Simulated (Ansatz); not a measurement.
**Sc (P6_3/mmc, 2 atoms in the cell) under biaxial strain in the (0001) plane, that of a and b**

Wanted: the shifts of the zone-centre modes of Sc (P6_3/mmc, 2 atoms in the cell) with strain.

Program: Ansatz 0.2.0. Level of theory: DFT PBEsol, scalar-relativistic, plane waves, PAW; PAW set soft_1. Results are calculated unless marked as measured.

This is a report of a sequence of runs, with most program output left out.

### Step 1. The structure

It takes space group P6_3/mmc (No. 194, hexagonal). The conventional cell has a = 3.309 Å, b = 3.309 Å, c = 5.273 Å, α = 90.00°, β = 90.00°, γ = 120.00°. Nearest to Sc lie 12 Sc at 3.26 to 3.31 Å.

### Step 2. Relaxation

Harmonic phonons are second derivatives at a point where the forces vanish, and they are wanted at zero stress, so atoms and cell are relaxed first.

input.yaml

```yaml
crystal:
  lattice:
    - [3.309, 0.0, 0.0]
    - [-1.6545, 2.8656780611, 0.0]
    - [0.0, 0.0, 5.2733]
  atoms:
    - { symbol: Sc, position: [0.33333333, 0.66666667, 0.25] }
    - { symbol: Sc, position: [0.66666667, 0.33333333, 0.75] }
kpoints:
  mp_grid: { grid: [15, 15, 8] }
hamiltonian:
  xc: pbesol
  pseudopotentials: { kind: paw, azcp: { folder: soft_1 }, xc_functional: pbe }
scf:
  occupations: { method: gaussian, width: 0.1 }
output:
  forces: true
  stress: true
  eigenvalues: true
  write_density: true
  write_potential: true
  elf: true
  volumetric_format: npy
relax:
  adjacent_minimum: "off"
  f_tol: 0.005
  max_steps: 80
  cell: { stress_tol: 0.05 }
```

The run is started by

```bash
$ ansatz run input.yaml --threads 4 --pin off --max-ram 10240MiB --backend cpu --events-out ev --progress --plain --runs-dir out
```

The job ended after 22 s (4 threads of Intel Xeon at 2.50GHz (Skylake/Cascade Lake), shared host; peak memory 0.45 GiB).

Relaxation path:

```
step  energy less that of the first step (eV)  largest force component (eV/Å)  pressure (GPa)  volume (Å³)
   1                                   0.0000                          0.0000           -2.87        50.00
   2                                  -0.0292                          0.0000            0.66        46.75
   3                                  -0.0307                          0.0000            0.00        47.27
   4                                  -0.0308                          0.0000            0.00        47.27
  5*                                  -0.0307                          0.0000            0.00        47.27
```

Relaxation steps marked * repeat the geometry before them on a plane-wave basis chosen anew for their cell, so energy and pressure can jump there.

Forces are held to the 24 operations that the run works with; a distortion that breaks them can't arise in this run.

```
conventional cell, symmetrised  before  after  change
                         a (Å)   3.309  3.277  -1.0 %
                         b (Å)   3.309  3.277  -1.0 %
                         c (Å)   5.273  5.082  -3.6 %
              volume (Å³/atom)   25.00  23.63  -5.5 %
```

The relaxed structure:

```xyz
2
Lattice="3.2770 0.0000 0.0000 -1.6385 2.8380 0.0000 0.0000 0.0000 5.0825" Properties=species:S:1:pos:R:3 pbc="T T T"
Sc    0.0000    1.8920    1.2706
Sc    1.6385    0.9460    3.8119
```

This step gave:

- pressure: 0.001989 GPa
- volume per atom: 23.63 Å³
- gap on the k-mesh: 0 eV

Valence density in the ac plane at fractional y = 0.333, with atoms of Sc within 0.2 Å of it. It is the smooth field of the valence electrons, not physical close to the nuclei.

Ten steps, logarithmic in the rise over the least value, from '_' (0.1 e/Å³) to '@' (8.6 e/Å³):
```
__________________....::......____
________________..::--====--::..__
______________..--++******++==::..
..__________..--++##%%%%%%##**==::
..__________::==**%%@@@@@@@@##++--
..__________::==##%%@@@@@@@@%%**--
..__________::==##%%@@@@@@@@%%**--
..__________::==**%%@@@@@@@@##++--
..__________..--++##%%%%%%##**==::
______________..--++******++==::..
________________..::--====--::..__
__________________....::......____
__________________________________
__________________________________
__________________________________
____......________________________
__....::....______________________
..::::::::::..____________________
..::------::..__________________..
..::------::..__________________..
..::::::::::..____________________
__....::....______________________
____......________________________
__________________________________
__________________________________
__________________________________
```
Columns run along a (3.3 Å), rows up along c (5.1 Å). Atoms in or near the plane, at fractional coordinates: Sc at (0.67, 0.75).

ELF in the ac plane at fractional y = 0.333, with atoms of Sc within 0.2 Å of it. It is the smooth field of the valence electrons, not physical close to the nuclei.

Ten even steps from '_' (0.07) to '@' (0.73):
```
--++******==::..______..________..
..==**##++--..____::==++++--..____
__::++**==..____--**%%@@@@%%++::__
__..--==--____::**@@@@%%%%@@%%++..
____::--::____==%%@@**====##@@##--
____::--..__..**@@%%--____++@@%%==
____::--..__..**@@%%--____++@@%%==
____::--::____==%%@@**====##@@##--
__..--==--____::**@@@@%%%%@@%%++..
__::++**==..____--**%%@@@@%%++::__
..==**##++--..____::==++++--..____
--++******==::..______..________..
====++++++==--::::............::--
----::::::----==================--
............::--++**########**==--
____________..::==##%%@@@@%%**--..
______..______..--**%%@@@@%%++::__
__..::::....__..--**%%@@@@%%++::__
__..::--::..____::++%%@@@@%%==..__
__..::--::..____::++%%@@@@%%==..__
__..::::....__..--**%%@@@@%%++::__
______..______..--**%%@@@@%%++::__
____________..::==##%%@@@@%%**--..
............::--++**########**==--
----::::::----==================--
====++++++==--::::............::--
```
Columns run along a (3.3 Å), rows up along c (5.1 Å). Atoms in or near the plane, at fractional coordinates: Sc at (0.67, 0.75).

Electrostatic potential energy in the ac plane at fractional y = 0.333, with atoms of Sc within 0.2 Å of it. With pseudopotentials it is smooth inside the atoms' cores, unlike the true potential.

Ten even steps from '0' (-43 eV) to '9' (12 eV):
```
99999999988888899
99999999876667789
99999998754334678
89999987531112467
89999986410000247
89999985300000146
89999985300000146
89999986410000247
89999987531112467
99999998754334678
99999999876667789
99999999988888899
99999999999999999
99999999999999999
99999999999999999
99888999999999999
88888899999999999
88777889999999999
87777789999999998
87777789999999998
88777889999999999
88888899999999999
99888999999999999
99999999999999999
99999999999999999
99999999999999999
```
Columns run along a (3.3 Å; values clipped at the 3rd and 97th percentile), rows up along c (5.1 Å). Atoms in or near the plane, at fractional coordinates: Sc at (0.67, 0.75).

In this step the volume went from 25.00 to 23.63 Å³/atom.

### Step 3. Tight relaxation

Phonons need small forces and stress, so the relaxation is finished with tight tolerances on 15×15×8 k points.

input.yaml, the sections that differ from step 2:

```yaml
crystal:
  lattice:
    - [3.2770113321, 0.0, 0.0]
    - [-1.638505666, 2.8379750621, 0.0]
    - [0.0, 0.0, 5.0824729127]
  atoms:
    - { symbol: Sc, position: [0.3333333333, 0.6666666667, 0.25] }
    - { symbol: Sc, position: [0.6666666667, 0.3333333333, 0.75] }
scf:
  occupations: { method: methfessel_paxton, width: 0.2 }
output:
  forces: true
  stress: true
  eigenvalues: true
relax:
  adjacent_minimum: "off"
  f_tol: 0.001
  max_steps: 60
  cell: { stress_tol: 0.01 }
# kpoints, hamiltonian: as in step 2
```

Run time: 13 s. Hardware: 4 threads; peak memory 0.43 GiB; 37 s of CPU time.

Little changed from the start: no atom moved by 0.005 Å and no cell edge by 0.1 %.

This step gave:

```yaml
pressure: -0.001986 GPa
```

The forces vanish by symmetry and the pressure is -0.002 GPa, within the tolerances set. The cell now holds 23.63 Å³/atom.

### Step 4. Zone-centre response at rest

Phonons follow from the second derivative of the energy, found here by linear response.

The modes at rest are the reference of the series.

input.yaml, the sections that differ from step 3:

```yaml
crystal:
  lattice:
    - [3.2776799781, 0.0, 0.0]
    - [-1.638839989, 2.8385541265, 0.0]
    - [0.0, 0.0, 5.080351353]
  atoms:
    - { symbol: Sc, position: [0.3333333333, 0.6666666667, 0.25] }
    - { symbol: Sc, position: [0.6666666667, 0.3333333333, 0.75] }
output:
  eigenvalues: true
phonons:
  method: dfpt
# kpoints, hamiltonian, scf: as in step 3
# relax: removed
```

It took 43 s on 4 threads; peak memory 1 GiB; 2.2 min of CPU time.

This step gave:

```yaml
sum_rule_residual_before_enforcement: 6.90e-5 eV/Å²
point_group: 6/mmm
highest_optical_mode_at_the_zone_centre_no_lo_to_term: 235.4 cm⁻¹
lowest_optical_zone_centre_mode: 135.1 cm⁻¹
```

Patterns of degenerate modes are one choice out of their space. Modes at Γ:

```
mode  frequency (cm⁻¹)  symmetry
   1               0.0  acoustic
   2               0.0  acoustic
   3               0.0  acoustic
   4             135.1       E2g
   5             135.1       E2g
   6             235.4       B1g
```

Displacements in mode 5 (135.1 cm⁻¹), the largest set to 1:
```
Sc1  0.00  1.00  0.00
Sc2  0.00 -1.00  0.00
```

Displacements in mode 6 (235.4 cm⁻¹), the largest set to 1:
```
Sc1  0.00  0.00  1.00
Sc2  0.00  0.00 -1.00
```

Before it was imposed, the acoustic sum rule was missed by 6.9e-5 eV/Å². Small misses are needed for a sound result but don't prove that mesh and cutoff are converged. The lowest optical mode is real, 135 cm⁻¹.

### Step 5. Relaxation of a member: biaxial strain of +4 % in the (0001) plane, that of a and b

The cell takes a biaxial strain of +4 % in the (0001) plane, that of a and b. The strained lengths are held, while the rest of the cell and the atoms relax.

input.yaml, the sections that differ from step 4:

```yaml
crystal:
  lattice:
    - [3.4087871772, 0.0, 0.0]
    - [-1.7043935886, 2.9520962915, 0.0]
    - [0.0, 0.0, 5.0011497237]
  atoms:
    - { symbol: Sc, position: [0.3333333333, 0.6666666667, 0.25] }
    - { symbol: Sc, position: [0.6666666667, 0.3333333333, 0.75] }
output:
  forces: true
  stress: true
  eigenvalues: true
relax:
  adjacent_minimum: "off"
  f_tol: 0.001
  max_steps: 60
  cell: { stress_tol: 0.01, fix: [a, b, gamma] }
# kpoints, hamiltonian, scf: as in step 4
# phonons: removed
```

Run time: 15 s. Hardware: 4 threads; peak memory 0.45 GiB; 48 s of CPU time.

The steps of the relaxation:

```
step  energy less that of the first step (eV)  largest force component (eV/Å)  pressure (GPa)  volume (Å³)
   1                                   0.0000                          0.0000           -3.26        50.33
   2                                  -0.0004                          0.0000           -3.04        50.08
   3                                  -0.0004                          0.0000           -3.03        50.07
  4*                                  -0.0004                          0.0000           -3.03        50.07
```

Relaxation steps marked * repeat the geometry before them on a plane-wave basis chosen anew for their cell, so energy and pressure can jump there.

Forces are held to the 24 operations that the run works with; a distortion that breaks them can't arise in this run.

```
conventional cell, symmetrised  before  after  change
                         a (Å)   3.409  3.409  -0.0 %
                         b (Å)   3.409  3.409  -0.0 %
                         c (Å)   5.001  4.976  -0.5 %
              volume (Å³/atom)   25.16  25.04  -0.5 %
```

The relaxed structure:

```xyz
2
Lattice="3.4088 0.0000 0.0000 -1.7044 2.9521 0.0000 0.0000 0.0000 4.9759" Properties=species:S:1:pos:R:3 pbc="T T T"
Sc    0.0000    1.9681    1.2440
Sc    1.7044    0.9840    3.7319
```

Numbers from this step:

* pressure: -3.027 GPa
* volume per atom: 25.04 Å³

The forces vanish by symmetry.

### Step 6. Zone-centre modes of the member: biaxial strain of +4 % in the (0001) plane, that of a and b

The zone-centre modes follow for biaxial strain of +4 % in the (0001) plane, that of a and b.

input.yaml, the sections that differ from step 5:

```yaml
crystal:
  lattice:
    - [3.4087871772, 0.0, 0.0]
    - [-1.7043935886, 2.9520962915, 0.0]
    - [0.0, 0.0, 4.9759173284]
  atoms:
    - { symbol: Sc, position: [0.3333333333, 0.6666666667, 0.25] }
    - { symbol: Sc, position: [0.6666666667, 0.3333333333, 0.75] }
output:
  eigenvalues: true
phonons:
  method: dfpt
# kpoints, hamiltonian, scf: as in step 5
# relax: removed
```

Elapsed: 43 s, on 4 threads; peak memory 1.1 GiB.

This step gave:

- sum-rule residual before enforcement: 1.11e-5 eV/Å²
- highest optical mode at the zone centre (no LO-TO term): 244.0 cm⁻¹
- lowest optical zone-centre mode: 142.3 cm⁻¹

Patterns of degenerate modes are one choice out of their space. Modes at Γ:

```
mode  frequency (cm⁻¹)  symmetry
   1               0.0  acoustic
   2               0.0  acoustic
   3               0.0  acoustic
   4             142.3       E2g
   5             142.3       E2g
   6             244.0       B1g
```

The lowest optical mode is real, 142 cm⁻¹, and the highest lies at 244.0 cm⁻¹.

Between step 4 and this run (strain 4 %) the value for the highest optical mode at the zone centre (no LO-TO term) moves from 235 cm⁻¹ to 244 cm⁻¹ (+4 %).

### Step 7. Relaxation of a member: biaxial strain of -4 % in the (0001) plane, that of a and b

The cell takes a biaxial strain of -4 % in the (0001) plane, that of a and b. The strained lengths are held, while the rest of the cell and the atoms relax.

input.yaml, the sections that differ from step 6:

```yaml
crystal:
  lattice:
    - [3.1465727789, 0.0, 0.0]
    - [-1.5732863895, 2.7250119614, 0.0]
    - [0.0, 0.0, 5.1751289954]
  atoms:
    - { symbol: Sc, position: [0.3333333333, 0.6666666667, 0.25] }
    - { symbol: Sc, position: [0.6666666667, 0.3333333333, 0.75] }
output:
  forces: true
  stress: true
  eigenvalues: true
relax:
  adjacent_minimum: "off"
  f_tol: 0.001
  max_steps: 60
  cell: { stress_tol: 0.01, fix: [a, b, gamma] }
# kpoints, hamiltonian, scf: as in step 6
# phonons: removed
```

Wall time 10 s (4 threads); peak memory 0.44 GiB.

Relaxation path:

```
step  energy less that of the first step (eV)  largest force component (eV/Å)  pressure (GPa)  volume (Å³)
   1                                   0.0000                          0.0000            4.20        44.37
   2                                  -0.0008                          0.0000            3.71        44.70
  3*                                  -0.0008                          0.0000            3.71        44.70
```

Relaxation steps marked * repeat the geometry before them on a plane-wave basis chosen anew for their cell, so energy and pressure can jump there.

The run keeps the 24 symmetry operations that it works with, so distortions that break them were not tested.

```
conventional cell, symmetrised  before  after  change
                         a (Å)   3.147  3.147  -0.0 %
                         b (Å)   3.147  3.147  -0.0 %
                         c (Å)   5.175  5.213  +0.7 %
              volume (Å³/atom)   22.19  22.35  +0.7 %
```

Final coordinates:

```xyz
2
Lattice="3.1466 0.0000 0.0000 -1.5733 2.7250 0.0000 0.0000 0.0000 5.2134" Properties=species:S:1:pos:R:3 pbc="T T T"
Sc    0.0000    1.8167    1.3033
Sc    1.5733    0.9083    3.9100
```

Numbers from this step:

```yaml
pressure: 3.712 GPa
volume_per_atom: 22.35 Å³
```

The forces vanish by symmetry.

The cell grew by 0.7 % in volume.

### Step 8. Zone-centre modes of the member: biaxial strain of -4 % in the (0001) plane, that of a and b

The zone-centre modes follow for biaxial strain of -4 % in the (0001) plane, that of a and b.

input.yaml, the sections that differ from step 7:

```yaml
crystal:
  lattice:
    - [3.1465727789, 0.0, 0.0]
    - [-1.5732863895, 2.7250119614, 0.0]
    - [0.0, 0.0, 5.2133592429]
  atoms:
    - { symbol: Sc, position: [0.3333333333, 0.6666666667, 0.25] }
    - { symbol: Sc, position: [0.6666666667, 0.3333333333, 0.75] }
output:
  eigenvalues: true
phonons:
  method: dfpt
# kpoints, hamiltonian, scf: as in step 7
# relax: removed
```

The job ended after 33 s (4 threads; peak memory 1 GiB; 1.9 min of CPU time).

This step gave:

* sum-rule residual before enforcement: 1.13e-5 eV/Å²
* highest optical mode at the zone centre (no LO-TO term): 215.1 cm⁻¹
* lowest optical zone-centre mode: 121.3 cm⁻¹

Patterns of degenerate modes are one choice out of their space. Modes at Γ:

```
mode  frequency (cm⁻¹)  symmetry
   1               0.0  acoustic
   2               0.0  acoustic
   3               0.0  acoustic
   4             121.3       E2g
   5             121.3       E2g
   6             215.1       B1g
```

The lowest optical mode is real, 121 cm⁻¹, and the highest lies at 215.1 cm⁻¹.

Between step 4 and this run (strain -4 %) the value for the highest optical mode at the zone centre (no LO-TO term) moves from 235 cm⁻¹ to 215 cm⁻¹ (-9 %).

### Step 9. The series together

The members are set side by side, also those not shown above.

Stress is positive in compression; energies are extrapolated to zero smearing, and E0 is that at rest; the edges not held and the atoms are relaxed in each cell; all runs use 15×15×8 k points and Methfessel-Paxton smearing of 0.2 eV. State of the crystal along the series:

```
strain (%)  in-plane stress (GPa)  free strain along c (%)  E - E0 (meV/atom)
        -4                  5.565                    2.618              32.31
        -3                  4.144                    1.866              18.06
        -2                  2.723                    1.187              7.949
        -1                  1.333                   0.5714              1.963
         0               -1.49e-4                        0                  0
         1                  -1.26                  -0.5402                1.9
         2                 -2.441                    -1.05              7.451
         3                 -3.533                   -1.559              16.42
         4                  -4.54                   -2.056              28.58
```

Optical modes are counted from below at rest and tracked from member to member by their patterns, and modes that stay within 0.3 cm⁻¹ of each other stand once; labels, where given, are those at rest; the edges not held and the atoms are relaxed in each cell; all runs use 15×15×8 k points and Methfessel-Paxton smearing of 0.2 eV. Optical modes along the series:

```
strain (%)  optical mode 1 E2g (cm⁻¹)  optical mode 2 B1g (cm⁻¹)
        -4                      121.3                      215.1
        -3                      125.5                      221.8
        -2                      129.2                      227.4
        -1                      132.4                      231.8
         0                      135.1                      235.4
         1                      137.3                      238.3
         2                      139.2                      240.5
         3                      140.9                      242.4
         4                      142.3                        244
```

Value and slope at zero strain of a cubic (a lower polynomial where under five rows exist) through the rows within 2 % of rest. Slopes at rest:

```
              mode  frequency (cm⁻¹)  shift per percent of strain (cm⁻¹)  shift per GPa of compressive stress (cm⁻¹)
optical mode 1 E2g             135.1                                2.47                                        -1.9
optical mode 2 B1g             235.4                                 3.2                                       -2.47
```

### Step 10. What came out

* members: 9
* highest optical mode at the zone centre (no LO-TO term), at rest: 235.4 cm⁻¹
* biaxial modulus in the (0001) plane, that of a and b: 130 GPa
* optical mode 1 E2g, shift per percent: 2.47 cm⁻¹
* optical mode 2 B1g, shift per percent: 3.20 cm⁻¹

In words: The stress changes by 1.30 GPa for each percent, a biaxial modulus of 130 GPa in the (0001) plane, that of a and b. For each percent the free edge responds with -0.55 %. Within 2 % of rest optical mode 2 B1g bends away from a straight line, so a single slope holds only near rest. These are harmonic frequencies at zero temperature: anharmonic shifts, linewidths and thermal expansion are left out. With no gap, or one that is small against the smearing, the frequencies hang on the k mesh and the smearing, most of all near Kohn anomalies. The PAW files were made for PBE; the program adapts parts of them to the functional of the run, but their partial waves stay those of PBE, an approximation that was not tested in this session. Only the zone centre was solved, so an instability at another wavevector cannot show here.

[Logs are printed without paths, hosts, clocks, repeated set-up lines and the standing remarks that a program may print on its own settings, such as how far it seeks lower states.]

[Hosts, paths, dates, database ids (printed as entryN), source tags and the programs' standing remarks are cut or masked in the printed files.]
